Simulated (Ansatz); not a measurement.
# Quasiparticle gap of Y2Ti2S2O5 (I4/mmm)

How far does one-shot GW move the r2SCAN gap of Y2Ti2S2O5 (I4/mmm)?

Main program and level: Ansatz 0.2.0; r2SCAN, then G0W0 on it, plane waves, PAW.

## Step 1: The starting structure

The structure is tetragonal, space group I4/mmm (No. 139). Conventional cell: a = 3.796 Å, b = 3.796 Å, c = 23.091 Å, α = 90.00°, β = 90.00°, γ = 90.00°. Nearest to Y lie 4 O at 2.46 Å and 5 S at 2.83 to 2.96 Å. Nearest to Ti lie 5 O at 1.81 to 1.96 Å and 1 S at 2.93 Å. Nearest to S lie 5 Y at 2.83 to 2.96 Å and 1 Ti at 2.93 Å. Nearest to O lie 2 Ti at 1.81 Å. O has 2 Ti at 1.96 Å and 2 Y at 2.46 Å nearest. Farther neighbours and most contacts between anions are not listed.

As a file:

```cif
data_structure
_symmetry_space_group_name_H-M 'P 1'
_symmetry_Int_Tables_number 1
_cell_length_a 11.8532
_cell_length_b 11.8532
_cell_length_c 11.8532
_cell_angle_alpha 161.572
_cell_angle_beta 161.572
_cell_angle_gamma 26.176
_cell_volume 166.36
loop_
_atom_site_label
_atom_site_type_symbol
_atom_site_fract_x
_atom_site_fract_y
_atom_site_fract_z
_atom_site_occupancy
Y1 Y 0.66670 0.66670 0.00000 1
Y2 Y 0.33330 0.33330 0.00000 1
Ti3 Ti 0.92149 0.92149 0.00000 1
Ti4 Ti 0.07851 0.07851 0.00000 1
S5 S 0.79475 0.79475 0.00000 1
S6 S 0.20525 0.20525 0.00000 1
O7 O 0.00000 0.00000 0.00000 1
O8 O 0.90080 0.40081 0.50000 1
O9 O 0.59920 0.09920 0.50000 1
O10 O 0.40081 0.90080 0.50000 1
O11 O 0.09920 0.59920 0.50000 1
```

The cell and positions are those that the Materials Project relaxed with its own functionals (PBE, PBE+U or r2SCAN), kept fixed. At the settings of the band run the largest force is still 0.22 eV/Å.

The logs state that the PAW files were generated under PBE.

## Step 2: The r2SCAN band structure

Levels along a band path and on the mesh show where this functional puts the band edges.

This step: DFT, r2SCAN, plane waves, PAW; PAW set soft_1.

File input.yaml:

```yaml
crystal:
  lattice:
    - [-1.898002, 1.898002, 11.54533]
    - [1.898002, -1.898002, 11.54533]
    - [1.898002, 1.898002, -11.54533]
  atoms:
    - { symbol: "Y", position: [0.666698, 0.666698, 0.0] }
    - { symbol: "Y", position: [0.333302, 0.333302, 0.0] }
    - { symbol: Ti, position: [0.921493, 0.921493, 0.0] }
    - { symbol: Ti, position: [0.078507, 0.078507, 0.0] }
    - { symbol: S, position: [0.794752, 0.794752, 0.0] }
    - { symbol: S, position: [0.205248, 0.205248, 0.0] }
    - { symbol: O, position: [0.0, 0.0, 0.0] }
    - { symbol: O, position: [0.900805, 0.400805, 0.5] }
    - { symbol: O, position: [0.599195, 0.099195, 0.5] }
    - { symbol: O, position: [0.400805, 0.900805, 0.5] }
    - { symbol: O, position: [0.099195, 0.599195, 0.5] }
kpoints:
  mp_grid: { grid: [8, 8, 8] }
  band_path:
    path:
      - [[0.0, 0.0, 0.0], [0.0, 0.0, 0.5], [0.25, 0.25, 0.25], [0.0, 0.5, 0.0], [0.0, 0.0, 0.0], [0.5, 0.5, -0.5], [0.25675648, 0.74324352, -0.25675648]]
      - [[-0.25675648, 0.25675648, 0.25675648], [0.0, 0.0, 0.0]]
      - [[0.0, 0.0, 0.5], [-0.01351296, 0.01351296, 0.5]]
      - [[0.5, 0.5, -0.01351296], [0.5, 0.5, -0.5]]
    npoints: 10
hamiltonian:
  xc: r2scan
  pseudopotentials: { kind: paw, azcp: { folder: soft_1 } }
scf:
  occupations: { method: fermi_dirac, width: 0.02 }
  n_extra_bands: 7
output:
  eigenvalues: true
  forces: true
  stress: true
```

The run is started by

```
$ ansatz run input.yaml --threads 24 --pin off --max-ram 110592MiB --backend cuda --events-out ev --progress --plain --runs-dir out --devices 1 --max-vram 157GiB
```

Numbers of over 12 decimals in the logs are rounded to 6 here.

Output:

```text
basis.fft_grid_basis auto: the FFT boxes are laid along the combinations [[1, 0, 1], [0, 1, 1], [0, 0, 1]] of the cell's own vectors, 3.796, 3.796 and 11.853 Å long. The dense box has 30×30×90 points. Along the cell's own vectors, as sized, it would have 90×90×90, 9.00 times as many. Of the 16 symmetry operations that the crystal satisfies within crystal.symmetry.tolerance (time reversal apart; of a slab, those that  [...]
scf.n_extra_bands = 7 over 44 filled bands (N_el = 88.0): the run solves 51 bands
GPUs: using 1 of 1 available (devices: 1).
Engine: ansatz 0.2.0, aarch64-unknown-linux-gnu
Pseudopotentials: kind: paw
Pseudopotential: Y, paw, valence charge 11, recommended cutoff 500 eV (meta_gga), soft_1/Y.paw.azcp
Pseudopotential: Ti, paw, valence charge 12, recommended cutoff 500 eV (meta_gga), soft_1/Ti.paw.azcp
Pseudopotential: S, paw, valence charge 6, recommended cutoff 500 eV (meta_gga), soft_1/S.paw.azcp
Pseudopotential: O, paw, valence charge 6, recommended cutoff 500 eV (meta_gga), soft_1/O.paw.azcp
Functional definition: r2SCAN
  parameter k0 = 0.174
  parameter k1 = 0.065
  parameter a1 = 4.9479
  exchange = r2scan_x(k0 = k0, k1 = k1, a1 = a1)
  correlation = r2scan_c
device memory: the entry about to start is reckoned to put 7.3 GiB on a device that reports 182.5 GiB free (of which the cap on the GPU budget leaves the run 157.0 GiB)
GPU FFT provider: cuFFT
GPU libraries: cuBLAS 13.8.1, cuFFT 12.4.0, cuSOLVER 12.3.2
GPU matrix products: emulated (plane waves: as basis.precision tells), large ones in fixed point in workspaces of 1.00 GiB
Crystal: 11 atoms, lattice volume = 166.364 Å³
Basis set: ecut = 500 eV, 4231 PW (Γ), FFT grids on a1+a3, a2+a3, a3, exchange–correlation on 120×120×360 points (64 copies of the dense FFT grid, shifted against one another)
Bands: 51, of which v1, the nominal top of the filled ones, is band 44 counted from 1 (43 counted from 0)
Symmetry: 16 space group operations
Space group: I4/mmm (ITA 139), of the structure as read, at distance tolerance 5.5e-5 Å
k-points: 59 of 512
Non-local potential: Y, projectors of the file, l = 0: 3, l = 1: 2, l = 2: 2, l = 3: 1
Non-local potential: Ti, projectors of the file, l = 0: 3, l = 1: 2, l = 2: 3, l = 3: 1
Non-local potential: S, projectors of the file, l = 0: 2, l = 1: 2, l = 2: 1
Non-local potential: O, projectors of the file, l = 0: 2, l = 1: 2, l = 2: 1
PAW form: soft (Blöchl's): semilocal exchange-correlation on the pseudo side does not see the compensation charge
PAW frozen core: Y, regenerated for the run's functional (the file was generated under x = pbe(κ = 0.804, μ = 0.219515), c = pbe(β = 0.066725))
PAW frozen core: Ti, regenerated for the run's functional (the file was generated under x = pbe(κ = 0.804, μ = 0.219515), c = pbe(β = 0.066725))
PAW frozen core: S, regenerated for the run's functional (the file was generated under x = pbe(κ = 0.804, μ = 0.219515), c = pbe(β = 0.066725))
PAW frozen core: O, regenerated for the run's functional (the file was generated under x = pbe(κ = 0.804, μ = 0.219515), c = pbe(β = 0.066725))
PAW one-centre angular grid: Y, 590 points (default); XC on 160 Gauss nodes
PAW one-centre angular grid: Ti, 590 points (default); XC on 160 Gauss nodes
PAW one-centre angular grid: S, 302 points (default); XC on 160 Gauss nodes
PAW one-centre angular grid: O, 302 points (default); XC on 160 Gauss nodes
Initial density: superposition of atomic densities (chi_scale 0.1, normalization cell, long waves of neutral atoms (reshape's long-wave potential 2.92 eV rms, cloud 2.95 Å wide))
Initial wavefunctions: pseudopotential atomic-orbital guess
GPU buffer pool allocated for 81000 grid points (all kernels)
GPU transforms: local potential: pruned to the plane-wave sphere, on 27×27×90; band sums: pruned to the plane-wave sphere, on 30×30×90
Functional: x = r2scan, c = r2scan; τ floored in thin density (d = 2e-4 eV/Å³)
SCF iter   1: F=—  HF=-17406.011477 eV  |F-HF|=—  |Δ(HF+E_count)|=         —  Δρ=4.89e-2  dr2=1.18e1  dr2_τ=5.31e-1  ethr=3.10e-3  ⟨swp⟩=7.8  Hψ=12288  notcnv=0
preconditioner: auto → Resta (q_TF=auto, 2.454 Å⁻¹)  ε∞=4.2  [insulator: Δε(μ)=2.440 eV  Ē_g=13.288 eV  σ=0.020 eV  W_gap=1.00  n_scr=44 (ndim 8)  ℏωp=23.7 eV  f_vac=0.046  D(μ)=0.00/eV (n_scr^D=0)  ε∞_Penn≈4.2]
SCF iter   2: F=—  HF=-17404.955159 eV  |F-HF|=—  |Δ(HF+E_count)|=    1.06e0  Δρ=2.42e-2  dr2=1.85e0  dr2_τ=7.75e-2  ethr=3.10e-3  ⟨swp⟩=5.6  Hψ=10304  notcnv=0  defer=58
SCF iter   3: F=—  HF=-17404.969200 eV  |F-HF|=—  |Δ(HF+E_count)|=   1.40e-2  Δρ=1.09e-2  dr2=2.40e-1  dr2_τ=1.18e-2  ethr=2.10e-3  ⟨swp⟩=2.5  Hψ=4999  notcnv=0  defer=117
SCF iter   4: F=—  HF=-17405.005209 eV  |F-HF|=—  |Δ(HF+E_count)|=   3.60e-2  Δρ=1.10e-2  dr2=1.91e-1  dr2_τ=2.03e-2  ethr=2.73e-4  ⟨swp⟩=3.0  Hψ=5542  notcnv=0  defer=117
SCF iter   5: F=—  HF=-17404.978346 eV  |F-HF|=—  |Δ(HF+E_count)|=   2.69e-2  Δρ=2.00e-3  dr2=8.86e-3  dr2_τ=5.52e-4  ethr=2.17e-4  ⟨swp⟩=2.8  Hψ=4871  notcnv=0  defer=117
SCF iter   6: F=—  HF=-17404.980771 eV  |F-HF|=—  |Δ(HF+E_count)|=   2.42e-3  Δρ=7.29e-4  dr2=1.65e-3  dr2_τ=8.87e-5  ethr=1.01e-5  ⟨swp⟩=2.4  Hψ=5277  notcnv=0  defer=117
SCF iter   7: F=—  HF=-17404.981639 eV  |F-HF|=—  |Δ(HF+E_count)|=   8.68e-4  Δρ=2.72e-4  dr2=1.52e-4  dr2_τ=1.16e-5  ethr=1.88e-6  ⟨swp⟩=2.1  Hψ=4199  notcnv=0  defer=117
SCF iter   8: F=—  HF=-17404.981666 eV  |F-HF|=—  |Δ(HF+E_count)|=   2.70e-5  Δρ=2.99e-4  dr2=1.30e-4  dr2_τ=1.28e-5  ethr=1.72e-7  ⟨swp⟩=2.0  Hψ=4534  notcnv=0  defer=117
SCF iter   9: F=—  HF=-17404.981814 eV  |F-HF|=—  |Δ(HF+E_count)|=   1.49e-4  Δρ=4.02e-5  dr2=3.53e-6  dr2_τ=2.02e-7  ethr=1.48e-7  ⟨swp⟩=2.0  Hψ=4458  notcnv=0  defer=117
SCF iter  10: F=—  HF=-17404.982123 eV  |F-HF|=—  |Δ(HF+E_count)|=   3.09e-4  Δρ=9.66e-6  dr2=1.55e-7  dr2_τ=1.83e-8  ethr=4.01e-9  ⟨swp⟩=2.0  Hψ=4142  notcnv=0  defer=117
SCF iter  11: F=-17404.982124 eV  HF=-17404.982124 eV  |F-HF|=1.28e-8  |Δ(HF+E_count)|=   4.66e-7  Δρ=2.67e-6  dr2=1.37e-8  dr2_τ=2.25e-9  ethr=1.14e-10  ⟨swp⟩=16.8  Hψ=16118  notcnv=0
SCF 1 converged in 11 iterations: F = -17404.982124 eV  dr2 = 1.37e-8
  greatest PAW one-centre occupation: 1.000 electrons in one spin orbital (limit 2), on the Ti atom at site 3 (counted from 0), in its partial waves of l = 0
device memory: the entry about to start is reckoned to put 9.5 GiB on a device that reports 182.5 GiB free (of which the cap on the GPU budget leaves the run 157.0 GiB)
NSCF: frozen V_eff on 94 k-points, pencils in batches of 32, up to order 228
SCF converged after 11 iterations
Free energy (F): -17404.982124 eV
Harris-Foulkes:  -17404.982124 eV  (|F-HF|=1.28e-8)
Internal energy: -17404.982124 eV  (E = F + TS)
E sigma→0 (E₀):  -17404.982124 eV
Fermi energy:    8.962702 eV
--- Per-component energies (eV) ---
  E_band       = -745.469530
  E_kinetic    = 2250.651570
  E_local      = -6422.225978  (includes V_loc(G=0)·N_el)
  E_nonlocal   = 488.009386
  E_hartree    = 2496.179956
  E_xc         = -1103.882656
  E_vxc        = -1482.953825  (∫ρ·V_xc dr)
  E_paw        = -9814.982702  (= ΣΔE_a)
  E_vpaw       = -658.763113  (= ΣTr[D̂ρ^β])
  E_aug_tail   = 0.001297  (compensation charges beyond the density's cutoff)
  E_vtau       = 87.445869  (kinetic-family band-sum trace: ∫τ·v_τ [+ j·A + Jᵃ·Aᵃ] dr)
  E_ewald      = -5297.538939
  E_core_change = -1.194057  (= ΣΔE_core)
  E_smearing   = -0.000000  (= −TS)
  E_closure    = 0.000000  (closes the sum)
  Σ components = -17404.982124   (vs F -17404.982124, Δ=0.00e0)
--- Forces (eV/Å), atoms counted from 1 ---
  atom   1  Y      0.00000000     0.00000000    -0.20370256
  atom   2  Y     -0.00000000     0.00000000     0.20370256
  atom   3  Ti    -0.00000000    -0.00000000     0.22376404
  atom   4  Ti     0.00000000    -0.00000000    -0.22376404
  atom   5  S      0.00000000    -0.00000000     0.14982377
  atom   6  S      0.00000000    -0.00000000    -0.14982377
  atom   7  O      0.00000000     0.00000000    -0.00000000
  atom   8  O      0.00000000     0.00000000    -0.08100684
  atom   9  O      0.00000000    -0.00000000     0.08100684
  atom  10  O      0.00000000    -0.00000000    -0.08100684
  atom  11  O     -0.00000000    -0.00000000     0.08100684
  max |Σ_I F_I| component: 4.16e-17 eV/Å
--- Stress (GPa, compression-positive) ---
       -3.134851       0.000000      -0.000000
        0.000000      -3.134851       0.000000
        0.000000      -0.000000      -3.230413
  P = ⅓ Tr σ = -3.1667 GPa (-31.667 kbar)
--- Band table (eV; the first three rows and the last of 59) ---
  k-point 0: bands = [... 40 lower, 7.0842, 8.0999, 8.3783, 8.3783, 9.5383, 9.5621, 10.7516, 10.7516, ... 3 higher]
  k-point 1: bands = [... 40 lower, 6.7039, 7.6260, 8.0771, 8.2339, 9.9794, 9.9895, 10.3120, 10.5512, ... 3 higher]
  k-point 2: bands = [... 40 lower, 6.6115, 7.2834, 7.6455, 7.6994, 10.0551, 10.2652, 10.6727, 10.7736, ... 3 higher]
  k-point 58: bands = [... 40 lower, 7.0955, 8.0154, 8.3780, 8.3780, 9.5397, 9.5608, 10.7566, 10.7566, ... 3 higher]
```

It took 2.7 s on 1 × NVIDIA GB200 with 24 threads of Arm Neoverse V2, shared host; peak memory 1.2 GiB; 7.3 s of CPU time.

Numbers from this step:

```
pressure             : -3.167 GPa
filled bands         : 44
gap                  : 1.160 eV
valence top at       : Γ
conduction bottom at : Γ
least direct gap     : 1.160 eV
```

Over mesh and path the gap is 1.160 eV, direct, at k = Γ.

Electronic bands along the path, in eV, zero at the top of the highest nominally filled band:

| point | band 41 | band 42 | band 43 | band 44 | band 45 | band 46 | band 47 | band 48 |
| --- | --- | --- | --- | --- | --- | --- | --- | --- |
| Γ | -1.29 | -0.28 | 0.00 | 0.00 | 1.16 | 1.18 | 2.37 | 2.37 |
| halfway | -1.77 | -1.09 | -0.73 | -0.68 | 1.68 | 1.89 | 2.29 | 2.40 |
| X | -1.51 | -1.51 | -1.23 | -1.20 | 2.01 | 2.01 | 2.75 | 3.09 |
| halfway | -1.51 | -1.51 | -1.22 | -1.21 | 2.01 | 2.01 | 2.76 | 3.05 |
| P | -1.51 | -1.51 | -1.21 | -1.21 | 2.01 | 2.01 | 2.76 | 3.03 |
| halfway | -1.39 | -1.36 | -1.20 | -1.09 | 1.83 | 1.97 | 2.63 | 2.74 |
| N | -1.38 | -1.38 | -0.92 | -0.78 | 1.98 | 2.42 | 2.52 | 2.54 |
| halfway | -1.44 | -0.83 | -0.68 | -0.27 | 1.75 | 1.92 | 1.93 | 2.40 |
| Γ | -1.29 | -0.28 | 0.00 | 0.00 | 1.16 | 1.18 | 2.37 | 2.37 |
| halfway | -1.29 | -0.32 | 0.00 | 0.00 | 1.16 | 1.18 | 2.38 | 2.38 |
| M | -1.28 | -0.36 | 0.00 | 0.00 | 1.16 | 1.18 | 2.38 | 2.38 |
| halfway | -1.43 | -0.84 | -0.66 | -0.33 | 1.73 | 1.88 | 1.91 | 2.40 |
| S | -1.40 | -1.36 | -0.88 | -0.84 | 1.98 | 2.42 | 2.51 | 2.54 |
| jump to S0 | -1.40 | -1.36 | -0.88 | -0.84 | 1.98 | 2.42 | 2.51 | 2.54 |
| halfway | -1.45 | -0.83 | -0.71 | -0.27 | 1.75 | 1.95 | 1.96 | 2.40 |
| Γ | -1.29 | -0.28 | 0.00 | 0.00 | 1.16 | 1.18 | 2.37 | 2.37 |
| jump to X | -1.51 | -1.51 | -1.23 | -1.20 | 2.01 | 2.01 | 2.75 | 3.09 |
| halfway | -1.51 | -1.51 | -1.22 | -1.20 | 2.01 | 2.01 | 2.75 | 3.09 |
| R | -1.51 | -1.51 | -1.22 | -1.21 | 2.01 | 2.01 | 2.75 | 3.08 |
| jump to G | -1.51 | -1.51 | -1.22 | -1.21 | 2.01 | 2.01 | 2.75 | 3.08 |
| halfway | -1.74 | -1.11 | -0.73 | -0.71 | 1.68 | 1.87 | 2.24 | 2.36 |
| M | -1.28 | -0.36 | 0.00 | 0.00 | 1.16 | 1.18 | 2.38 | 2.38 |

(Continued in part 2 of 2.)

[Paths, hosts, dates, memory and timing lines, banners, echoed tables and standing remarks are left out of the program output.]

[Logs are printed without paths, hosts, clocks, repeated set-up lines and the standing remarks that a program may print on its own settings, such as how far it seeks lower states.]

[Runs of the session that timed out or met a known fault of the program may be left out.]

[Cells called generated may have been cut or substituted from an entry of the Crystallography Open Database or the Materials Project.]

[Hosts, paths, dates, database ids (printed as entryN), source tags and the programs' standing remarks are cut or masked in the printed files.]

[Where an RPA ε∞ is given, it is that of the G0W0 mesh and is not shown converged in it. Names of k-points follow the symmetry that the program found, which can be lower than the space group named. Band edges on a path are those of the sampled points; other points can move an edge, and change direct to indirect where valleys lie close.]

[Hybrid gaps are those of their k-mesh and are not shown converged in it.]
